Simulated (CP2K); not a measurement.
Acetic anhydride has these distinct C atoms: C1 (bonded to C and 3 H) and C2 (bonded to C and 2 O).

```xyz
13

C    -2.3332    0.3596    0.3282
C    -1.2178    0.1245   -0.6555
O    -1.3185    0.0675   -1.8550
O    -0.0061   -0.0205    0.0681
C     1.2426   -0.2131   -0.5747
C     2.3159   -0.3069    0.4804
O     1.3979   -0.2828   -1.7676
H    -2.1290    1.2619    0.9198
H    -3.2728    0.4736   -0.2191
H    -2.4043   -0.4808    1.0313
H     3.2827   -0.4712   -0.0035
H     2.0974   -1.1291    1.1748
H     2.3451    0.6175    1.0728
```

Their partial C K spectra (CP2K XAS_TDP, all-electron GAPW, PBEh(45%), aug-cc-pVDZ, TDA, GW2X-corrected core level, no relativity) are given in random order, each times the number of alike atoms.

Gaussian full width 0.5 eV, oscillator strength per eV, alike atoms added, rows of zeros left out:

```csv
E (eV),curve 1,curve 2
289.50,0.001,0.001
289.75,0.002,0.031
290.00,0.002,0.180
290.25,0.002,0.265
290.50,0.009,0.099
290.75,0.018,0.009
291.00,0.011,0.000
291.25,0.036,0.000
291.50,0.131,0.000
291.75,0.133,0.000
292.00,0.044,0.000
292.25,0.025,0.000
292.50,0.032,0.000
292.75,0.057,0.000
293.00,0.071,0.000
293.25,0.050,0.000
293.50,0.052,0.000
293.75,0.052,0.000
294.00,0.071,0.000
294.25,0.089,0.000
294.50,0.075,0.002
294.75,0.032,0.014
295.00,0.012,0.022
295.25,0.011,0.013
295.50,0.007,0.020
295.75,0.006,0.093
296.00,0.010,0.132
296.25,0.017,0.063
296.50,0.015,0.041
296.75,0.008,0.045
297.00,0.011,0.036
297.25,0.009,0.032
297.50,0.007,0.038
```

Which curve belongs to which atom?

Curve 1: C1 (bonded to C and 3 H), leading line at 291.58 eV (f = 0.020 an atom), ionisation energy 293.09 eV, term value 1.51 eV. Curve 2: C2 (bonded to C and 2 O), leading line at 290.19 eV (f = 0.073 an atom), ionisation energy 296.94 eV, term value 6.75 eV. The leading line of an atom is its first one with 35 % of the strongest within 2.5 eV of its lowest line over the strength cut. A line lies at the core ionisation energy, which rises as an atom loses charge to its neighbours or to a π system, less the term value, which is large for a low π* or σ* orbital with weight on that atom.

[Banner, clock and machine lines of the logs are left out without a mark of their own.]

[Logs are printed without paths, hosts, clocks, repeated set-up lines and the standing remarks that a program may print on its own settings, such as how far it seeks lower states.]

[Hosts, paths, dates, database ids (printed as entryN), source tags and the programs' standing remarks are cut or masked in the printed files.]
